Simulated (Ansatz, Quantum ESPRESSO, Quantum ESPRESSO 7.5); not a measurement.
# vacuum gap of 6.0 Å between two Pt(111) faces: ballistic transmission

Aim: the zero-bias transmission with pwcond for this junction: vacuum gap of 6.0 Å between two Pt(111) faces.

Main program and level: Quantum ESPRESSO 7.5; plane-wave DFT, PBEsol, GBRV ultrasoft pseudopotentials (cross-check by Ansatz 0.2.0 with PAW datasets).

### 1. Set-up

The cell holds 18 atoms: 18 Pt. Cell: a = 2.807 Å, b = 2.807 Å, c = 44.965 Å, α = 90.0°, β = 90.0°, γ = 60.0°. It derives from Pt. Regions: left lead, 9 atoms (9 Pt); right lead, 9 atoms (9 Pt). The structure is stacked along c, and the current runs across the ab planes.

### 2. SCF with pw.x

One periodic cell holds a stretch of lead, the junction and more lead; the atoms stay as built.

Contents of scf.in:

```
&control
  prefix = 'scf'
  outdir = './out'
  pseudo_dir = './pseudo'
  calculation = 'scf'
  tprnfor = .true.
/
&system
  ibrav = 0
  nat = 18
  ntyp = 1
  ecutwfc = 40
  ecutrho = 200
  occupations = 'smearing'
  smearing = 'mv'
  degauss = 0.01
/
&electrons
  conv_thr = 1e-07
  mixing_beta = 0.25
  electron_maxstep = 120
  mixing_mode = 'local-TF'
/
ATOMIC_SPECIES
  Pt  195.0840  pt_pbesol_v1.4.uspp.F.UPF
CELL_PARAMETERS angstrom
  2.80721392131059 0.00000000000000 0.00000000000000
  1.40360696065530 2.43111856971230 0.00000000000000
  0.00000000000000 0.00000000000000 44.96536966760785
ATOMIC_POSITIONS crystal
  Pt  0.000000000000 0.000000000000 0.000000000000
  Pt  0.333333333000 0.333333333000 0.050974351721
  Pt  0.666666667000 0.666666667000 0.101948703441
  Pt  0.000000000000 0.000000000000 0.152923055162
  Pt  0.333333333000 0.333333333000 0.203897406882
  Pt  0.666666667000 0.666666667000 0.254871758603
  Pt  0.000000000000 0.000000000000 0.305846110324
  Pt  0.333333333000 0.333333333000 0.356820462044
  Pt  0.666666667000 0.666666667000 0.407794813765
  Pt  0.000000000000 0.000000000000 0.541230834515
  Pt  0.333333333000 0.333333333000 0.592205186235
  Pt  0.666666667000 0.666666667000 0.643179537956
  Pt  0.000000000000 0.000000000000 0.694153889676
  Pt  0.333333333000 0.333333333000 0.745128241397
  Pt  0.666666667000 0.666666667000 0.796102593118
  Pt  0.000000000000 0.000000000000 0.847076944838
  Pt  0.333333333000 0.333333333000 0.898051296559
  Pt  0.666666667000 0.666666667000 0.949025648279
K_POINTS automatic
  10 10 1 0 0 0
```

The run is started by

```console
OMP_NUM_THREADS=1 mpirun -n 4 pw.x -nk 4 -in scf.in > scf.out
```

The log of the run:

```text
Program PWSCF v.7.5 starts
[citation notice left out]

     Parallel version (MPI & OpenMP), running on       4 processor cores
     Number of MPI processes:                 4
     Threads/MPI process:                     1

     MPI processes distributed on     1 nodes
[...]
Current dimensions of program PWSCF are:
     Max number of different atomic species (ntypx) = 10
     Max number of k-points (npk) =  40000
     Max angular momentum in pseudopotentials (lmaxx) =  4
     Message from routine setup:
     using ibrav=0 with symmetry is DISCOURAGED, use correct ibrav instead

     K-points division:     npool     =       4
     Subspace diagonalization in iterative solution of the eigenvalue problem:
     a serial algorithm will be used

     G-vector sticks info
     --------------------
     sticks:   dense  smooth     PW     G-vecs:    dense   smooth      PW
     Sum         379     313     97                98621    71023   12747

     Using Slab Decomposition

     bravais-lattice index     =            0
     lattice parameter (alat)  =       5.3049  a.u.
     unit-cell volume          =    2070.8871 (a.u.)^3
     number of atoms/cell      =           18
     number of atomic types    =            1
     number of electrons       =       288.00
     number of Kohn-Sham states=          173
     kinetic-energy cutoff     =      40.0000  Ry
     charge density cutoff     =     200.0000  Ry
     scf convergence threshold =      1.0E-07
     mixing beta               =       0.2500
     number of iterations used =            8  local-TF  mixing
     Exchange-correlation= SLA  PW   PSX  PSC
                           (   1   4  10   8   0   0   0)

     celldm(1)=   5.304865  celldm(2)=   0.000000  celldm(3)=   0.000000
     celldm(4)=   0.000000  celldm(5)=   0.000000  celldm(6)=   0.000000

     crystal axes: (cart. coord. in units of alat)
               a(1) = (   1.000000   0.000000   0.000000 )
               a(2) = (   0.500000   0.866025   0.000000 )
               a(3) = (   0.000000   0.000000  16.017792 )

     reciprocal axes: (cart. coord. in units 2 pi/alat)
               b(1) = (  1.000000 -0.577350  0.000000 )
               b(2) = (  0.000000  1.154701  0.000000 )
               b(3) = (  0.000000  0.000000  0.062431 )

     PseudoPot. # 1 for Pt read from file:
     ./pseudo/pt_pbesol_v1.4.uspp.F.UPF
     Pseudo is Ultrasoft + core correction, Zval = 16.0
     Generated by new atomic code, or converted to UPF format
     Using radial grid of  985 points,  6 beta functions with:
                l(1) =   0
                l(2) =   0
                l(3) =   1
                l(4) =   1
                l(5) =   2
                l(6) =   2
     Q(r) pseudized with  8 coefficients,  rinner =    1.300   1.300   1.300
                                                       1.300   1.300

     atomic species   valence    mass     pseudopotential
     Pt               16.00   195.08400     Pt( 1.00)

      6 Sym. Ops. (no inversion) found

   Cartesian axes

     site n.     atom                  positions (alat units)
         1        Pt     tau(   1) = (   0.0000000   0.0000000   0.0000000  )
         2        Pt     tau(   2) = (   0.5000000   0.2886751   0.8164966  )
         3        Pt     tau(   3) = (   1.0000000   0.5773503   1.6329932  )
         4        Pt     tau(   4) = (   0.0000000   0.0000000   2.4494897  )
         5        Pt     tau(   5) = (   0.5000000   0.2886751   3.2659863  )
         6        Pt     tau(   6) = (   1.0000000   0.5773503   4.0824829  )
         7        Pt     tau(   7) = (   0.0000000   0.0000000   4.8989795  )
         8        Pt     tau(   8) = (   0.5000000   0.2886751   5.7154761  )
         9        Pt     tau(   9) = (   1.0000000   0.5773503   6.5319726  )
        10        Pt     tau(  10) = (   0.0000000   0.0000000   8.6693231  )
        11        Pt     tau(  11) = (   0.5000000   0.2886751   9.4858197  )
        12        Pt     tau(  12) = (   1.0000000   0.5773503  10.3023163  )
        13        Pt     tau(  13) = (   0.0000000   0.0000000  11.1188129  )
        14        Pt     tau(  14) = (   0.5000000   0.2886751  11.9353094  )
        15        Pt     tau(  15) = (   1.0000000   0.5773503  12.7518060  )
        16        Pt     tau(  16) = (   0.0000000   0.0000000  13.5683026  )
        17        Pt     tau(  17) = (   0.5000000   0.2886751  14.3847992  )
        18        Pt     tau(  18) = (   1.0000000   0.5773503  15.2012958  )

     number of k points=    14  Marzari-Vanderbilt smearing, width (Ry)=  0.0100
                       cart. coord. in units 2pi/alat
        k(    1) = (   0.0000000   0.0000000   0.0000000), wk =   0.0200000
        k(    2) = (   0.0000000   0.1154701   0.0000000), wk =   0.1200000
        k(    3) = (   0.0000000   0.2309401   0.0000000), wk =   0.1200000
        k(    4) = (   0.0000000   0.3464102   0.0000000), wk =   0.1200000
        k(    5) = (   0.0000000   0.4618802   0.0000000), wk =   0.1200000
        k(    6) = (   0.0000000  -0.5773503   0.0000000), wk =   0.0600000
        k(    7) = (   0.1000000   0.1732051   0.0000000), wk =   0.1200000
        k(    8) = (   0.1000000   0.2886751   0.0000000), wk =   0.2400000
        k(    9) = (   0.1000000   0.4041452   0.0000000), wk =   0.2400000
        k(   10) = (   0.1000000  -0.6350853   0.0000000), wk =   0.2400000
[...]
k(   14) = (   0.3000000  -0.6350853   0.0000000), wk =   0.1200000

     Dense  grid:    98621 G-vectors     FFT dimensions: (  24,  24, 384)

     Smooth grid:    71023 G-vectors     FFT dimensions: (  24,  24, 360)

     Estimated max dynamical RAM per process >     364.09 MB

     Estimated total dynamical RAM >       1.35 GB

     Initial potential from superposition of free atoms

     starting charge     278.9998, renormalised to     288.0000

     negative rho (up, down):  3.316E+00 0.000E+00
     Starting wfcs are  216 randomized atomic wfcs

     total cpu time spent up to now is        7.1 secs

     per-process dynamical memory:   210.6 Mb

     Self-consistent Calculation

     iteration #  1     ecut=    40.00 Ry     beta= 0.25
     Davidson diagonalization with overlap
     ethr =  1.00E-02,  avg # of iterations =  3.4

     negative rho (up, down):  3.151E+00 0.000E+00

     total cpu time spent up to now is       26.6 secs

     total energy              =   -3792.60896195 Ry
     estimated scf accuracy    <      31.54390650 Ry

     iteration #  2     ecut=    40.00 Ry     beta= 0.25
[...]
17.5290  17.6250  17.7530  17.7619  17.8640  17.9604  18.0458  18.0633
    18.2003  18.3517  18.3734  18.5643  18.7309  18.7547  18.9230  19.0501
    19.1290  19.1367  19.1858  19.5462  20.0232  20.4684  20.9635  21.5222
    21.9978  22.6693  22.8715  24.6881  25.2171  26.1437  26.6046  27.8316
    28.2847  29.7448  30.0382  31.3812  31.8879

          k = 0.0000 0.3464 0.0000 (  8849 PWs)   bands (ev):

   -33.7482 -33.7457 -33.7369 -33.7275 -33.7265 -33.7199 -33.7188 -33.7085
   -33.7035 -33.6973 -33.6873 -33.6747 -33.6609 -33.6559 -33.6462 -33.6389
   -33.6336 -33.6267 -33.6133 -33.6000 -33.5854 -33.5694 -33.5511 -33.5441
   -33.5441 -33.5339 -33.5335 -33.5276 -33.5218 -33.5199 -33.5153 -33.5089
   -33.5067 -33.4970 -33.4968 -33.4875 -33.4846 -33.4792 -33.4757 -33.4706
   -33.4650 -33.4619 -33.4545 -33.4519 -33.4506 -33.4503 -33.4501 -33.4435
   -33.3030 -33.3030 -33.1575 -33.1575 -32.9025 -32.9025  11.6121  11.6702
    11.7663  11.8957  12.0440  12.1987  12.3525  12.5025  12.6491  12.7875
    12.9062  13.0141  13.1354  13.2761  13.4077  13.4371  13.4756  13.5549
    13.6076  13.6685  13.7418  13.7625  13.8726  14.0170  14.1767  14.3411
    14.5032  14.6583  14.7882  14.8936  15.0162  15.0331  15.1598  15.1745
    15.3026  15.3322  15.4286  15.4757  15.5244  15.6100  15.6910  15.7373
    15.7442  15.7557  15.7560  15.8065  15.8082  15.8969  15.9098  16.0245
    16.0410  16.1776  16.1803  16.3071  16.3563  16.4209  16.5174  16.5475
    16.5929  16.6407  16.6471  16.7412  16.9209  17.0768  17.2113  17.3339
    17.4505  17.5322  17.5603  17.5615  17.5987  17.6537  17.6639  17.7259
    17.7438  17.7558  17.7653  17.8241  17.8318  17.8902  17.9057  17.9924
    18.0748  18.1292  18.1463  18.2118  18.2786  18.3427  18.3936  18.4314
    18.4736  18.4922  18.6208  18.7947  18.8746  18.9650  19.1006  19.1978
    19.2560  19.3564  19.8677  20.3882  20.9516  21.4723  21.9993  22.5832
    23.1405  23.7935  24.7390  25.1590  26.2696  26.5969  27.9918  28.1168
    28.4193  28.5434  28.7958  29.0799  29.3332

          k = 0.0000 0.4619 0.0000 (  8838 PWs)   bands (ev):

   -33.7967 -33.7961 -33.7884 -33.7822 -33.7796 -33.7759 -33.7708 -33.7639
   -33.7564 -33.7507 -33.7418 -33.7380 -33.7277 -33.7185 -33.7089 -33.7086
   -33.6415 -33.6316 -33.6169 -33.5974 -33.5814 -33.5681 -33.5665 -33.5665
   -33.5569 -33.5546 -33.5500 -33.5448 -33.5435 -33.5391 -33.5362 -33.5319
   -33.5270 -33.5195 -33.5163 -33.5062 -33.5055 -33.4972 -33.4957 -33.4879
   -33.4838 -33.4786 -33.4711 -33.4691 -33.4684 -33.4680 -33.4668 -33.4609
   -33.3703 -33.3703 -33.1766 -33.1766 -32.8958 -32.8958  12.0576  12.1246
    12.2358  12.3869  12.4991  12.5402  12.5596  12.6073  12.6928  12.7325
    12.7887  12.8443  12.9025  12.9588  13.0084  13.0315  13.0963  13.1746
    13.2227  13.3131  13.3752  13.4790  13.5047  13.5973  13.8086  14.0505
    14.2960  14.5137  14.7004  14.8962  15.0944  15.2698  15.3641  15.3955
    15.4508  15.4796  15.5154  15.5347  15.5930  15.6256  15.6925  15.7349
    15.8362  15.8763  15.9676  16.0146  16.1608  16.2219  16.3019  16.4577
    16.4880  16.6521  16.7159  16.8494  16.9716  16.9890  17.1782  17.2738
    17.2916  17.5646  17.6560  17.8481  17.9459  18.1096  18.1107  18.2787
    18.3378  18.5234  18.5317  18.6570  18.6677  18.6691  18.6915  18.7238
    18.7640  18.7874  18.7950  18.8132  18.8517  18.8587  18.8816  18.9158
    18.9460  18.9579  18.9579  18.9878  19.0036  19.0385  19.0458  19.1063
    19.1598  19.1640  19.2293  19.2352  19.2915  19.3069  19.3300  19.3568
    19.4097  19.9463  20.5551  21.1839  21.8390  22.4471  23.0729  23.6217
    24.1170  24.6320  24.9093  25.1598  25.2500  25.3404  25.4667  25.7335
    26.0182  26.3323  26.6949  26.9596  27.1815

          k = 0.0000-0.5774 0.0000 (  8844 PWs)   bands (ev):

   -33.8251 -33.8245 -33.8167 -33.8065 -33.8015 -33.7999 -33.7923 -33.7913
   -33.7798 -33.7784 -33.7662 -33.7642 -33.7558 -33.7551 -33.7356 -33.7356
   -33.5924 -33.5918 -33.5867 -33.5861 -33.5778 -33.5766 -33.5750 -33.5750
   -33.5659 -33.5656 -33.5644 -33.5590 -33.5585 -33.5517 -33.5466 -33.5442
   -33.5347 -33.5313 -33.5237 -33.5157 -33.5134 -33.5048 -33.5040 -33.4945
   -33.4919 -33.4851 -33.4777 -33.4759 -33.4759 -33.4746 -33.4730 -33.4679
   -33.3934 -33.3934 -33.1839 -33.1839 -32.8933 -32.8933  12.0867  12.1555
    12.2697  12.3621  12.4141  12.4259  12.4994  12.6065  12.6142  12.7405
    12.7944  12.8002  12.8479  12.8675  12.9322  12.9603  12.9830  13.0591
    13.0713  13.0722  13.2220  13.3585  13.3831  13.4606  13.6890  13.9576
    14.2382  14.5059  14.7264  14.8927  15.0297  15.1536  15.2621  15.3412
    15.3917  15.4145  15.4448  15.5057  15.6092  15.7180  15.7212  15.7587
    15.9449  15.9734  15.9798  16.1622  16.3260  16.3449  16.4102  16.6834
    16.7510  16.7711  16.9747  17.2187  17.2280  17.2821  17.6009  17.7071
    17.7184  17.9196  18.1983  18.2198  18.2250  18.5053  18.6931  18.7391
    18.8255  18.9059  19.0085  19.0599  19.0962  19.0987  19.1063  19.1069
    19.1218  19.1397  19.1552  19.1598  19.1823  19.2074  19.2331  19.2587
    19.2859  19.3149  19.3480  19.3905  19.4363  19.4451  19.4957  19.5729
    19.5739  19.6497  20.1015  20.5298  20.9109  20.9456  21.1950  21.2524
    21.4578  21.5296  21.6851  21.7483  21.8497  21.8999  21.9645  21.9930
    22.0226  22.0334  24.6042  24.6482  24.7124  24.8259  24.8559  25.0116
    25.1330  25.3832  25.6656  25.9982  26.3612

[...]
the Fermi energy is    19.0705 ev

!    total energy              =   -3789.78368757 Ry
     estimated scf accuracy    <       0.00000006 Ry
     smearing contrib. (-TS)   =       0.00040125 Ry
     internal energy E=F+TS    =   -3789.78408882 Ry

     The total energy is F=E-TS. E is the sum of the following terms:
     one-electron contribution =   -4625.10809253 Ry
     hartree contribution      =    2539.80190860 Ry
     xc contribution           =   -1019.13786146 Ry
     ewald contribution        =    -685.34004342 Ry

     convergence has been achieved in  15 iterations

     negative rho (up, down):  3.071E+00 0.000E+00

     Forces acting on atoms (cartesian axes, Ry/au):

     atom    1 type  1   force =     0.00000000    0.00000000   -0.00007487
     atom    2 type  1   force =     0.00000000    0.00000000   -0.00021160
     atom    3 type  1   force =     0.00000000    0.00000000   -0.00029964
     atom    4 type  1   force =     0.00000000    0.00000000    0.00003868
     atom    5 type  1   force =     0.00000000    0.00000000    0.00081282
     atom    6 type  1   force =     0.00000000    0.00000000    0.00165886
     atom    7 type  1   force =     0.00000000    0.00000000    0.00045792
     atom    8 type  1   force =     0.00000000    0.00000000   -0.00917904
     atom    9 type  1   force =     0.00000000    0.00000000   -0.01108677
     atom   10 type  1   force =     0.00000000    0.00000000    0.01111281
     atom   11 type  1   force =     0.00000000    0.00000000    0.00919628
     atom   12 type  1   force =     0.00000000    0.00000000   -0.00046123
     atom   13 type  1   force =     0.00000000    0.00000000   -0.00166395
     atom   14 type  1   force =     0.00000000    0.00000000   -0.00082371
     atom   15 type  1   force =     0.00000000    0.00000000   -0.00002798
     atom   16 type  1   force =     0.00000000    0.00000000    0.00027818
     atom   17 type  1   force =     0.00000000    0.00000000    0.00020233
     atom   18 type  1   force =     0.00000000    0.00000000    0.00007092

     Total force =     0.020562     Total SCF correction =     0.002073
     SCF correction compared to forces is large: reduce conv_thr to get better values

[...]
=------------------------------------------------------------------------------=
   JOB DONE.
=------------------------------------------------------------------------------=
```

Elapsed: 4.2 min, on 4 MPI ranks of Arm Neoverse V2, shared host; peak memory 1.6 GiB; 17 min of CPU time.

This step gave:

* free energy: -51562.6339 eV
* Fermi energy: 19.07 eV

The program's own clock; routines nest. Time by routine:

```
     routine  wall time (s)  calls
       PWSCF          250.4      1
   electrons          240.2      1
     c_bands          208.9     15
     cegterg          200.1     60
       h_psi          104.1    199
        fftw          69.81  55972
    vloc_psi          62.05    199
      calbec          32.28    275
    sum_band           25.7     15
  add_vuspsi          20.58    199
       s_psi          20.56    199
h_psi:calbec          20.52    199
     cdiaghg           7.17    195
    init_run           7.06      1
```

The run needed 15 iterations to bring the estimated error under 1e-07 Ry; the largest force on any atom, held or free, is 0.29 eV/Å.

(Continued in part 2 of 4.)

[Logs are printed without paths, hosts, clocks, repeated set-up lines and the standing remarks that a program may print on its own settings, such as how far it seeks lower states.]

[Hosts, paths, dates, database ids (printed as entryN), source tags and the programs' standing remarks are cut or masked in the printed files.]

[Maps of the electrostatic potential energy from Ansatz leave out the sawtooth potential of an applied field or a dipole correction, so their vacuum need not be flat; planar profiles and work functions include it.]
